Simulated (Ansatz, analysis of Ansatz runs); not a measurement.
**Reproducing a measured local vibrational mode: N-H pair in ZnO**

How near does this set-up come to the measured local vibrational mode? Subject: N-H pair in ZnO. Set-up: r2SCAN, 72-site cell, r2SCAN lattice, 500 eV, k: the single point 1/4 1/4 1/4. The model is a cell of 72 host atoms with N put on another atom's site and H put in between. The frequencies come from force constants among the defect atom and its neighbours, with the masses of the isotopes named. A meta-GGA costs about twice a GGA and mends lattice constants and part of the gap.

Measured beforehand: N-H stretch, 1H: 3150.6 cm⁻¹, by FTIR absorption (quoted in “Hydrogen-related defects in hydrothermally grown ZnO studied by Fourier Transform Infrared Spectroscopy”, 2010, Halvard Haug, quoting earlier work (2007)). N-D stretch, 2H: 2339.7 cm⁻¹, by FTIR absorption (quoted in “Hydrogen-related defects in hydrothermally grown ZnO studied by Fourier Transform Infrared Spectroscopy”, 2010, Halvard Haug, quoting earlier work (2007)).

Program: Ansatz 0.2.0. Level of theory: plane-wave PAW DFT, r2SCAN; relaxation of all atoms of a defect supercell. Results are calculated unless marked as measured.

## (1) The structure

The cell holds 73 atoms: 36 Zn, 35 O, 1 N and 1 H. Its edges and angles: a = 9.706 Å, b = 9.706 Å, c = 10.422 Å, α = 90.0°, β = 90.0°, γ = 120.0°. It derives from ZnO (space group P6_3mc). Nearest the centre at fractional (0.502, 0.584, 0.424): H73 at 0.51 Å, N36 at 0.51 Å, Zn46 at 1.86 Å, Zn38 at 1.86 Å, Zn33 at 1.88 Å, Zn14 at 2.48 Å, O68 at 2.83 Å, O60 at 2.83 Å.

The host's primitive cell comes from a first run (plane-wave PAW DFT, r2SCAN; relaxation of the host's cell and atoms): vectors of 3.235, 3.235 and 5.211 Å. That is 11.81 Å³ an atom, 0.8 % under the diffraction cell's volume. The supercell is built on it.

## (2) Relaxation, charge 0

Every later number rests on the structure around the defect, so the atoms are relaxed at the host's lattice first.

relax/input.yaml reads:

```yaml
relax:
  f_tol: 0.01
  max_steps: 80
  random_displacement: { amplitude: 0.02, seed: 104 }
crystal:
  lattice:
    - [9.70585879, 0.0, 0.0]
    - [-4.8529294, 8.40552028, 0.0]
    - [0.0, 0.0, 10.42205777]
  atoms:
    - { symbol: Zn, position: [0.111111111, 0.222222222, 0.249833671] }
    - { symbol: Zn, position: [0.222222222, 0.111111111, -0.000166329] }
    - { symbol: O, position: [0.222222222, 0.111111111, 0.189671329] }
    - { symbol: O, position: [0.111111111, 0.222222222, 0.439671329] }
    - { symbol: Zn, position: [0.111111111, 0.222222222, 0.749833671] }
    - { symbol: Zn, position: [0.222222222, 0.111111111, 0.499833671] }
    - { symbol: O, position: [0.222222222, 0.111111111, 0.689671329] }
    - { symbol: O, position: [0.111111111, 0.222222222, 0.939671329] }
    - { symbol: Zn, position: [0.111111111, 0.555555556, 0.249833671] }
    - { symbol: Zn, position: [0.222222222, 0.444444444, -0.000166329] }
    - { symbol: O, position: [0.222222222, 0.444444444, 0.189671329] }
    - { symbol: O, position: [0.111111111, 0.555555556, 0.439671329] }
    - { symbol: Zn, position: [0.111111111, 0.555555556, 0.749833671] }
    - { symbol: Zn, position: [0.222222222, 0.444444444, 0.499833671] }
    - { symbol: O, position: [0.222222222, 0.444444444, 0.689671329] }
    - { symbol: O, position: [0.111111111, 0.555555556, 0.939671329] }
    - { symbol: Zn, position: [0.111111111, 0.888888889, 0.249833671] }
    - { symbol: Zn, position: [0.222222222, 0.777777778, -0.000166329] }
    - { symbol: O, position: [0.222222222, 0.777777778, 0.189671329] }
    - { symbol: O, position: [0.111111111, 0.888888889, 0.439671329] }
    - { symbol: Zn, position: [0.111111111, 0.888888889, 0.749833671] }
    - { symbol: Zn, position: [0.222222222, 0.777777778, 0.499833671] }
    - { symbol: O, position: [0.222222222, 0.777777778, 0.689671329] }
    - { symbol: O, position: [0.111111111, 0.888888889, 0.939671329] }
    - { symbol: Zn, position: [0.444444444, 0.222222222, 0.249833671] }
    - { symbol: Zn, position: [0.555555556, 0.111111111, -0.000166329] }
    - { symbol: O, position: [0.555555556, 0.111111111, 0.189671329] }
    - { symbol: O, position: [0.444444444, 0.222222222, 0.439671329] }
    - { symbol: Zn, position: [0.444444444, 0.222222222, 0.749833671] }
    - { symbol: Zn, position: [0.555555556, 0.111111111, 0.499833671] }
    - { symbol: O, position: [0.555555556, 0.111111111, 0.689671329] }
    - { symbol: O, position: [0.444444444, 0.222222222, 0.939671329] }
    - { symbol: Zn, position: [0.444444444, 0.555555556, 0.249833671] }
    - { symbol: Zn, position: [0.555555556, 0.444444444, -0.000166329] }
    - { symbol: O, position: [0.555555556, 0.444444444, 0.189671329] }
    - { symbol: "N", position: [0.444444444, 0.555555556, 0.439671329] }
    - { symbol: Zn, position: [0.444444444, 0.555555556, 0.749833671] }
    - { symbol: Zn, position: [0.555555556, 0.444444444, 0.499833671] }
    - { symbol: O, position: [0.555555556, 0.444444444, 0.689671329] }
    - { symbol: O, position: [0.444444444, 0.555555556, 0.939671329] }
    - { symbol: Zn, position: [0.444444444, 0.888888889, 0.249833671] }
    - { symbol: Zn, position: [0.555555556, 0.777777778, -0.000166329] }
    - { symbol: O, position: [0.555555556, 0.777777778, 0.189671329] }
    - { symbol: O, position: [0.444444444, 0.888888889, 0.439671329] }
    - { symbol: Zn, position: [0.444444444, 0.888888889, 0.749833671] }
    - { symbol: Zn, position: [0.555555556, 0.777777778, 0.499833671] }
    - { symbol: O, position: [0.555555556, 0.777777778, 0.689671329] }
    - { symbol: O, position: [0.444444444, 0.888888889, 0.939671329] }
    - { symbol: Zn, position: [0.777777778, 0.222222222, 0.249833671] }
    - { symbol: Zn, position: [0.888888889, 0.111111111, -0.000166329] }
    - { symbol: O, position: [0.888888889, 0.111111111, 0.189671329] }
    - { symbol: O, position: [0.777777778, 0.222222222, 0.439671329] }
    - { symbol: Zn, position: [0.777777778, 0.222222222, 0.749833671] }
    - { symbol: Zn, position: [0.888888889, 0.111111111, 0.499833671] }
    - { symbol: O, position: [0.888888889, 0.111111111, 0.689671329] }
    - { symbol: O, position: [0.777777778, 0.222222222, 0.939671329] }
    - { symbol: Zn, position: [0.777777778, 0.555555556, 0.249833671] }
    - { symbol: Zn, position: [0.888888889, 0.444444444, -0.000166329] }
    - { symbol: O, position: [0.888888889, 0.444444444, 0.189671329] }
    - { symbol: O, position: [0.777777778, 0.555555556, 0.439671329] }
    - { symbol: Zn, position: [0.777777778, 0.555555556, 0.749833671] }
    - { symbol: Zn, position: [0.888888889, 0.444444444, 0.499833671] }
    - { symbol: O, position: [0.888888889, 0.444444444, 0.689671329] }
    - { symbol: O, position: [0.777777778, 0.555555556, 0.939671329] }
    - { symbol: Zn, position: [0.777777778, 0.888888889, 0.249833671] }
    - { symbol: Zn, position: [0.888888889, 0.777777778, -0.000166329] }
    - { symbol: O, position: [0.888888889, 0.777777778, 0.189671329] }
    - { symbol: O, position: [0.777777778, 0.888888889, 0.439671329] }
    - { symbol: Zn, position: [0.777777778, 0.888888889, 0.749833671] }
    - { symbol: Zn, position: [0.888888889, 0.777777778, 0.499833671] }
    - { symbol: O, position: [0.888888889, 0.777777778, 0.689671329] }
    - { symbol: O, position: [0.777777778, 0.888888889, 0.939671329] }
    - { symbol: H, position: [0.560109001, 0.613387999, 0.408184329] }
basis:
  ecutwfc: 500
  xc_grid: 2
hamiltonian:
  xc: r2scan
kpoints:
  mp_grid: { grid: [1, 1, 1], shift: [0.25, 0.25, 0.25] }
scf:
  occupations: { method: fermi_dirac, width: 0.01 }
  max_iter: 120
output:
  forces: true
checkpoint:
  write: "../relax.run"
  compress: false
  write_wavefunctions: true
  write_every: 100000
```

Command:

```console
$ ansatz run input.yaml --threads 2 --pin off --max-ram 4710MiB --backend cpu --events-out ev --progress --plain --runs-dir out
```

Numbers of over 12 decimals in the logs are rounded to 6 here.

Output:

```text
[... repeated set-up lines and file paths are left out, and long positions are rounded to six places ...]
Engine: ansatz 0.2.0, aarch64-unknown-linux-gnu
Pseudopotentials: kind: paw
Pseudopotential: Zn, paw, valence charge 12, recommended cutoff 500 eV (meta_gga), Zn.paw.azcp
Pseudopotential: O, paw, valence charge 6, recommended cutoff 500 eV (meta_gga), O.paw.azcp
Pseudopotential: N, paw, valence charge 5, recommended cutoff 500 eV (meta_gga), N.paw.azcp
Pseudopotential: H, paw, valence charge 1, recommended cutoff 500 eV (meta_gga), H.paw.azcp
Functional definition: r2SCAN
  parameter k0 = 0.174
  parameter k1 = 0.065
  parameter a1 = 4.9479
  exchange = r2scan_x(k0 = k0, k1 = k1, a1 = a1)
  correlation = r2scan_c
Crystal: 73 atoms, lattice volume = 850.261 Å³
Basis set: ecut = 500 eV, 21585 PW (Γ), exchange–correlation on 144×144×160 points (8 copies of the dense FFT grid, shifted against one another)
Bands: 397, of which v1, the nominal top of the filled ones, is band 324 counted from 1 (323 counted from 0)
Symmetry: 1 space group operations
k-points: 1
Non-local potential: Zn, projectors of the file, l = 0: 2, l = 1: 2, l = 2: 3, l = 3: 1
Non-local potential: O, projectors of the file, l = 0: 2, l = 1: 2, l = 2: 1
Non-local potential: N, projectors of the file, l = 0: 2, l = 1: 2, l = 2: 1
Non-local potential: H, projectors of the file, l = 0: 2, l = 1: 1
PAW form: soft (Blöchl's): semilocal exchange-correlation on the pseudo side does not see the compensation charge
PAW frozen core: Zn, regenerated for the run's functional (the file was generated under x = pbe(κ = 0.804, μ = 0.219515), c = pbe(β = 0.066725))
PAW frozen core: O, regenerated for the run's functional (the file was generated under x = pbe(κ = 0.804, μ = 0.219515), c = pbe(β = 0.066725))
PAW frozen core: N, regenerated for the run's functional (the file was generated under x = pbe(κ = 0.804, μ = 0.219515), c = pbe(β = 0.066725))
PAW one-centre angular grid: Zn, 590 points (default); XC on 261 of its mesh's 2673 points in the sphere
PAW one-centre angular grid: O, 302 points (default); XC on 160 Gauss nodes
PAW one-centre angular grid: N, 302 points (default); XC on 160 Gauss nodes
PAW one-centre angular grid: H, 302 points (default); XC on 160 Gauss nodes
Initial density: superposition of atomic densities (neutral atoms: chi_scale 0, normalization atom), corrected by the library's trained network
Initial wavefunctions: pseudopotential atomic-orbital guess
Functional: x = r2scan, c = r2scan; τ floored in thin density (d = 2e-4 eV/Å³)
SCF iter   1: F=—  HF=-140048.455807 eV  |F-HF|=—  |Δ(HF+E_count)|=         —  Δρ=2.01e-2  dr2=1.66e0  dr2_τ=1.85e0  ethr=1.77e-3  ⟨swp⟩=6.0  Hψ=1657  notcnv=0  defer=6
preconditioner: auto → Resta (q_TF=auto, 2.608 Å⁻¹)  ε∞=6.6  [insulator: Δε(μ)=2.859 eV  Ē_g=13.728 eV  σ=0.010 eV  W_gap=1.00  n_scr=242 (ndim 8)  ℏωp=32.4 eV  f_vac=0.033  D(μ)=0.00/eV (n_scr^D=0)  ε∞_Penn≈6.6]
SCF iter   2: F=—  HF=-140048.870831 eV  |F-HF|=—  |Δ(HF+E_count)|=   4.15e-1  Δρ=4.93e-3  dr2=1.67e-1  dr2_τ=1.21e-2  ethr=2.55e-4  ⟨swp⟩=2.0  Hψ=752  notcnv=0  defer=67
SCF iter   3: F=—  HF=-140048.824191 eV  |F-HF|=—  |Δ(HF+E_count)|=   4.66e-2  Δρ=4.74e-3  dr2=9.54e-2  dr2_τ=3.60e-3  ethr=2.58e-5  ⟨swp⟩=2.0  Hψ=624  notcnv=0  defer=67
SCF iter   4: F=—  HF=-140048.803387 eV  |F-HF|=—  |Δ(HF+E_count)|=   2.08e-2  Δρ=5.46e-4  dr2=1.78e-3  dr2_τ=4.19e-4  ethr=1.47e-5  ⟨swp⟩=2.0  Hψ=624  notcnv=0  defer=67
SCF iter   5: F=—  HF=-140048.805516 eV  |F-HF|=—  |Δ(HF+E_count)|=   2.13e-3  Δρ=2.74e-4  dr2=4.41e-4  dr2_τ=4.12e-5  ethr=2.75e-7  ⟨swp⟩=3.0  Hψ=620  notcnv=0  defer=67
SCF iter   6: F=—  HF=-140048.805888 eV  |F-HF|=—  |Δ(HF+E_count)|=   3.73e-4  Δρ=1.46e-4  dr2=1.30e-4  dr2_τ=2.40e-5  ethr=6.81e-8  ⟨swp⟩=3.0  Hψ=648  notcnv=0  defer=67
SCF iter   7: F=—  HF=-140048.805852 eV  |F-HF|=—  |Δ(HF+E_count)|=   3.62e-5  Δρ=4.20e-5  dr2=1.04e-5  dr2_τ=5.02e-7  ethr=2.00e-8  ⟨swp⟩=3.0  Hψ=620  notcnv=0  defer=67
SCF iter   8: F=-140048.805855 eV  HF=-140048.805855 eV  |F-HF|=6.45e-7  |Δ(HF+E_count)|=   3.13e-6  Δρ=1.91e-5  dr2=2.46e-6  dr2_τ=2.02e-7  ethr=3.86e-10  ⟨swp⟩=5.0  Hψ=1559  notcnv=0
SCF 1 converged in 8 iterations: F = -140048.805855 eV  dr2 = 2.46e-6
  greatest PAW one-centre occupation: 0.987 electrons in one spin orbital (limit 2), on the Zn atom at site 21 (counted from 0), in its partial waves of l = 2
relax step   1: F+E_penalty+E_count = -140048.80585467 eV  Δ(F+E_penalty+E_count) = +0.000e0 eV  max|allowed force component| = 9.774e-1 eV/Å  Δτ_max = 0.0000 Å  (8 SCF iters, dr2 threshold 2.50e-6 eV, accepted)
[... the SCF cycles and remarks between the steps are left out from here to the last step ...]
relax step   2: F+E_penalty+E_count = -140049.13920579 eV  Δ(F+E_penalty+E_count) = -3.334e-1 eV  max|allowed force component| = 6.687e-1 eV/Å  Δτ_max = 0.0696 Å  (6 SCF iters, dr2 threshold 5.97e-5 eV, accepted)
relax step   3: F+E_penalty+E_count = -140049.33671154 eV  Δ(F+E_penalty+E_count) = -1.975e-1 eV  max|allowed force component| = 1.687e-1 eV/Å  Δτ_max = 0.1275 Å  (7 SCF iters, dr2 threshold 2.79e-5 eV, accepted)
relax step   4: F+E_penalty+E_count = -140049.34606836 eV  Δ(F+E_penalty+E_count) = -9.357e-3 eV  max|allowed force component| = 5.628e-2 eV/Å  Δτ_max = 0.0268 Å  (7 SCF iters, dr2 threshold 1.81e-6 eV, accepted)
relax step   5: F+E_penalty+E_count = -140049.34688976 eV  Δ(F+E_penalty+E_count) = -8.214e-4 eV  max|allowed force component| = 5.975e-2 eV/Å  Δτ_max = 0.0297 Å  (7 SCF iters, dr2 threshold 2.02e-7 eV, accepted)
relax step   6: F+E_penalty+E_count = -140049.34724898 eV  Δ(F+E_penalty+E_count) = -3.592e-4 eV  max|allowed force component| = 2.015e-2 eV/Å  Δτ_max = 0.0066 Å  (5 SCF iters, dr2 threshold 3.97e-7 eV, accepted)
relax step   7: F+E_penalty+E_count = -140049.34734631 eV  Δ(F+E_penalty+E_count) = -9.733e-5 eV  max|allowed force component| = 1.918e-2 eV/Å  Δτ_max = 0.0101 Å  (6 SCF iters, accepted)
SCF iter   1: F=—  HF=-140049.346634 eV  |F-HF|=—  |Δ(HF+E_count)|=         —  Δρ=2.66e-4  dr2=2.72e-4  dr2_τ=1.21e-3  ethr=3.27e-7  ⟨swp⟩=5.0  Hψ=1103  notcnv=0  defer=67
SCF iter   2: F=—  HF=-140049.346735 eV  |F-HF|=—  |Δ(HF+E_count)|=   1.01e-4  Δρ=1.32e-4  dr2=5.92e-5  dr2_τ=2.80e-6  ethr=4.19e-8  ⟨swp⟩=2.0  Hψ=746  notcnv=0  defer=67
SCF iter   3: F=—  HF=-140049.347396 eV  |F-HF|=—  |Δ(HF+E_count)|=   6.61e-4  Δρ=2.19e-5  dr2=2.97e-6  dr2_τ=4.34e-7  ethr=9.14e-9  ⟨swp⟩=2.0  Hψ=619  notcnv=0  defer=67
SCF iter   4: F=—  HF=-140049.347397 eV  |F-HF|=—  |Δ(HF+E_count)|=   1.59e-6  Δρ=1.16e-5  dr2=7.92e-7  dr2_τ=7.94e-8  ethr=4.59e-10  ⟨swp⟩=2.0  Hψ=649  notcnv=0  defer=67
SCF iter   5: F=—  HF=-140049.347397 eV  |F-HF|=—  |Δ(HF+E_count)|=   6.44e-8  Δρ=4.53e-6  dr2=1.77e-7  dr2_τ=7.47e-9  ethr=1.22e-10  ⟨swp⟩=3.0  Hψ=646  notcnv=0  defer=67
SCF iter   6: F=-140049.347397 eV  HF=-140049.347397 eV  |F-HF|=1.40e-8  |Δ(HF+E_count)|=   4.29e-8  Δρ=1.70e-6  dr2=3.21e-8  dr2_τ=1.96e-9  ethr=1.54e-11  ⟨swp⟩=5.0  Hψ=1552  notcnv=0
SCF 8 converged in 6 iterations: F = -140049.347397 eV  dr2 = 3.21e-8
relax step   8: F+E_penalty+E_count = -140049.34739738 eV  Δ(F+E_penalty+E_count) = -5.106e-5 eV  max|allowed force component| = 3.903e-3 eV/Å  Δτ_max = 0.0059 Å  (6 SCF iters, accepted)
NSCF: frozen V_eff on 1 k-points
the band table was solved once a step of the walk had ended and its energy, with any forces and stress, was formed, with the checks that follow a solve (1316 applications of the Hamiltonian). They found nothing against the state; [...]
iter 1 solved again at ethr=4.95e-12 eV; its pass at ethr=3.10e-3 eV (dr2=3.21e-8 eV) is discarded
SCF iter   1: F=—  HF=-140049.347397 eV  |F-HF|=—  |Δ(HF+E_count)|=         —  Δρ=1.70e-6  dr2=3.21e-8  dr2_τ=1.96e-9  ethr=4.95e-12  ⟨swp⟩=1.0  Hψ=1103  notcnv=0
SCF iter   2: F=-140049.347397 eV  HF=-140049.347397 eV  |F-HF|=2.15e-9  |Δ(HF+E_count)|=   1.05e-9  Δρ=8.52e-7  dr2=1.23e-8  dr2_τ=3.84e-10  ethr=4.95e-12  ⟨swp⟩=4.0  Hψ=1264  notcnv=0
SCF 9 converged in 2 iterations: F = -140049.347397 eV  dr2 = 1.23e-8
NSCF: frozen V_eff on 1 k-points
the band table was solved once a step of the walk had ended and its energy, with any forces and stress, was formed, with the checks that follow a solve (1103 applications of the Hamiltonian). They found nothing against the state; [...]
SCF converged after 2 iterations
Free energy (F): -140049.347397 eV
Harris-Foulkes:  -140049.347397 eV  (|F-HF|=2.15e-9)
Internal energy: -140049.347397 eV  (E = F + TS)
E sigma→0 (E₀):  -140049.347397 eV
Fermi energy:    8.274085 eV
--- Per-component energies (eV) ---
  E_band       = 912.011160
  E_kinetic    = 11002.113070
  E_local      = -71938.734689  (includes V_loc(G=0)·N_el)
  E_nonlocal   = 24161.680462
  E_hartree    = 29685.198347
  E_xc         = -7067.286524
  E_vxc        = -5678.829933  (∫ρ·V_xc dr)
  E_paw        = -72488.269881  (= ΣΔE_a)
  E_vpaw       = -16348.357786  (= ΣTr[D̂ρ^β])
  E_aug_tail   = 0.031968  (compensation charges beyond the density's cutoff)
  E_vtau       = 343.711445  (kinetic-family band-sum trace: ∫τ·v_τ [+ j·A + Jᵃ·Aᵃ] dr)
  E_ewald      = -53396.358379
  E_core_change = -7.721771  (= ΣΔE_core)
  E_smearing   = -0.000000  (= −TS)
  E_closure    = 0.000000  (closes the sum)
  Σ components = -140049.347397   (vs F -140049.347397, Δ=0.00e0)
--- Forces (eV/Å), atoms counted from 1 ---
  atom   1  Zn     0.00036235    -0.00119435    -0.00151390
  atom   2  Zn     0.00027682     0.00000507    -0.00145190
  [... 11 atoms left out ...]
  atom  14  Zn     0.00059064     0.00121882    -0.00274107
  [... 18 atoms left out ...]
  atom  33  Zn     0.00118782     0.00020594    -0.00316139
  [... 1 atom left out ...]
  atom  35  O     -0.00044628     0.00066587    -0.00059320
  atom  36  N      0.00384247     0.00106971    -0.00225234
  [... 1 atom left out ...]
  atom  38  Zn     0.00026717     0.00144851     0.00038582
  [... 4 atoms left out ...]
  atom  43  O     -0.00014248    -0.00042727    -0.00032781
  [... 2 atoms left out ...]
  atom  46  Zn     0.00195189     0.00032079    -0.00368259
  [... 13 atoms left out ...]
  atom  60  O     -0.00046012     0.00050676    -0.00092598
  [... 7 atoms left out ...]
  atom  68  O     -0.00040329    -0.00272815    -0.00159728
  [... 4 atoms left out ...]
  atom  73  H     -0.00390983     0.00004415    -0.00115451
  max |Σ_I F_I| component: 1.26e-1 eV/Å
--- Band table (eV) ---
  k-point 0: bands = ["-12.0062", "-11.8923", "-11.8711", "-11.8348", [... 389 left out ...] "17.8199", "17.8561", "17.8771", "17.9486"]
--- Relaxed structure (8 steps of the walk, 8 accepted, 0 SCFs on fresh bases) ---
  F+E_penalty+E_count = -140049.34739738 eV   max|allowed force component| = 3.903e-3 eV/Å
  atoms:
    - { symbol: Zn, position: [0.107670, 0.219680, 0.249531] }
    - { symbol: Zn, position: [0.220576, 0.109964, 0.000287] }
    [... 11 atoms left out ...]
    - { symbol: Zn, position: [0.236437, 0.450690, 0.494301] }
    [... 18 atoms left out ...]
    - { symbol: Zn, position: [0.431190, 0.550235, 0.241501] }
    [... 1 atom left out ...]
    - { symbol: O, position: [0.551832, 0.443528, 0.187823] }
    - { symbol: N, position: [0.465494, 0.566615, 0.435927] }
    [... 1 atom left out ...]
    - { symbol: Zn, position: [0.551286, 0.431689, 0.509590] }
    [... 4 atoms left out ...]
    - { symbol: O, position: [0.552100, 0.776788, 0.187399] }
    [... 2 atoms left out ...]
    - { symbol: Zn, position: [0.552017, 0.786145, 0.508582] }
    [... 13 atoms left out ...]
    - { symbol: O, position: [0.775973, 0.551934, 0.441588] }
    [... 7 atoms left out ...]
    - { symbol: O, position: [0.776741, 0.890475, 0.441224] }
    [... 4 atoms left out ...]
    - { symbol: H, position: [0.578654, 0.620050, 0.398525] }
```

The job ended after 9.4 min (2 threads of Arm Neoverse V1, shared host; peak memory 2.9 GiB; 19 min of CPU time).

Relaxation path:

```csv
step,energy less that of the first step (eV),largest force component (eV/Å)
1,0.0000,0.9774
2,-0.3334,0.6687
3,-0.5309,0.1687
4,-0.5402,0.0563
5,-0.5410,0.0597
6,-0.5414,0.0201
7,-0.5415,0.0192
8,-0.5415,0.0039
```

The atoms that moved most (Å, from the sites as typed, ahead of the random displacement):

```csv
atom,dx,dy,dz,length
H73,0.148,0.055,-0.102,0.188
N36,0.151,0.092,-0.040,0.182
Zn38,0.021,-0.108,0.100,0.149
Zn33,-0.102,-0.046,-0.088,0.142
Zn46,-0.074,0.069,0.090,0.136
Zn14,0.108,0.051,-0.059,0.134
O11,-0.077,-0.041,-0.051,0.101
O39,0.024,-0.020,0.076,0.082
```

Neighbours of the ideal centre at the end:

```csv
atom,distance (Å)
N36,0.334
H73,0.695
Zn46,1.974
Zn38,1.982
Zn33,1.993
Zn14,2.352
O60,2.834
O68,2.835
```

Neighbours of the added atoms: H73: N36 1.03, Zn33 2.05, Zn38 2.07 Å.

Numbers from this step:

```yaml
free_energy: -140049.3474 eV
```

The relaxation ends 7.4 meV an atom lower than the displaced start, with a largest force component of 0.0039 eV/Å.

(Continued in part 2 of 2.)

[Logs are printed without paths, hosts, clocks, repeated set-up lines and the standing remarks that a program may print on its own settings, such as how far it seeks lower states.]

[Hosts, paths, dates, database ids (printed as entryN), source tags and the programs' standing remarks are cut or masked in the printed files.]

[For some hosts the program warned that the k-mesh of the response run may be too coarse for force constants and the static dielectric constant; such warnings are not shown here.]
